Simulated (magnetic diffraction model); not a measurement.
# Magnetic neutron pattern of CrPIO4

Space group P-1 (no. 2), a = 5.7680 Å, b = 5.7870 Å, c = 8.1483 Å, α = 106.87°, β = 107.48°, γ = 97.39°.

```csv
site,atom,x,y,z
2i,I,0.3245,0.1515,0.2570
1h,Cr,1/2,1/2,1/2
1a,Cr,0,0,0
2i,P,0.1085,0.4371,0.7628
2i,O,0.1392,0.2727,0.9200
2i,O,0.8051,0.3326,0.6050
2i,O,0.3071,0.3548,0.6522
2i,O,0.7953,0.2315,0.1124
```

The compound is invented for this exercise: a known structure type with other elements, its cell scaled to their sizes and not relaxed.

Only Cr is taken to order (form factors of Cr4+); orders and moment sizes are assumed, and not adapted to the symmetry. Radiation: neutrons of λ = 2.36 Å, 5° to 35°; isotropic B of 0.15 Å² (I), 0.17 Å² (Cr), 0.2 Å² (P) and 0.26 Å² (O). Simulated constant-wavelength pattern: nuclear and magnetic terms add, the magnetic one as |2.695 fm × Σ f S⊥ exp(2πi Q·r) exp(−B s²)|², summed over all Q at one angle with the factor 1/(sin²θ cos θ). For collinear order S is the moment m, which repeats by lattice and centring translations R with the sign exp(−2πi k·R). Free-ion form factors, Sears's scattering lengths of 1992, no absorption; a label names one of the reflections at its angle. The strongest nuclear line in the range is 100, and lines under 0.2 are left out.

Assume the order k = (0 0 1/2), collinear moments along [110], 1.6 μB on Cr; signs + at (1/2, 1/2, 1/2), + at (0, 0, 0).

Q: Where does magnetic intensity appear, and how strong is it?

| 2θ (°) | index | nuclear | magnetic |
| --- | --- | --- | --- |
| 9.29 | (0 0 1/2) | 0.0 | 96.5 |
| 18.64 | (0 0 1) | 8.2 | 0.0 |
| 23.74 | (0 1 -1/2) | 0.0 | 5.9 |
| 23.81 | (1 0 -1/2) | 0.0 | 5.9 |
| 25.34 | (0 1 0) | 100.0 | 0.0 |
| 25.50 | (1 0 0) | 68.7 | 0.0 |
| 25.71 | (1 0 -1) | 11.3 | 0.0 |
| 25.74 | (0 1 -1) | 19.5 | 0.0 |
| 28.11 | (0 0 3/2) | 0.0 | 9.3 |
| 30.00 | (0 1 1/2) | 0.0 | 5.1 |
| 30.23 | (1 0 1/2) | 0.0 | 5.1 |
| 30.59 | (1 0 -3/2) | 0.0 | 5.0 |
| 30.70 | (0 1 -3/2) | 0.0 | 5.0 |
| 31.55 | (1 -1 0) | 4.0 | 0.0 |
| 32.88 | (-1 1 1/2) | 0.0 | 6.5 |
| 33.04 | (1 -1 1/2) | 0.0 | 6.4 |

The strongest magnetic line in the range is (0 0 1/2) at 9.29° (96.5). On top of the Lorentz factor, which all lines share, magnetic lines fade with angle because f falls: for Cr4+ it is 0.91, 0.70, 0.47 and 0.14 at sin θ/λ = 0.1, 0.2, 0.3 and 0.5 Å⁻¹, while nuclear lengths stay constant. The order has no net moment.

[Logs are printed without paths, hosts, clocks, repeated set-up lines and the standing remarks that a program may print on its own settings, such as how far it seeks lower states.]
